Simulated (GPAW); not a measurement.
Reflectivity of TaN (Fm-3m) at normal incidence (GPAW, PBE, RPA, without spin-orbit coupling, line width 0.15 eV (Lorentzian), carrier damping 0.05 eV):

```tsv
E (eV)	R (%)
1.00	96.1
1.25	94.6
1.50	93.7
1.75	92.1
2.00	90.5
2.25	88.0
2.50	84.7
2.75	84.1
3.00	80.4
3.25	70.5
3.50	58.7
3.75	39.1
4.00	23.7
4.25	18.7
4.50	17.8
4.75	17.6
5.00	19.2
```

Question: What colour would a polished face show in daylight?

Answer: Near white: CIE x = 0.319, y = 0.334, luminous reflectivity 88 % under D65, from the mean over the axes.

[Logs are printed without paths, hosts, clocks, repeated set-up lines and the standing remarks that a program may print on its own settings, such as how far it seeks lower states.]
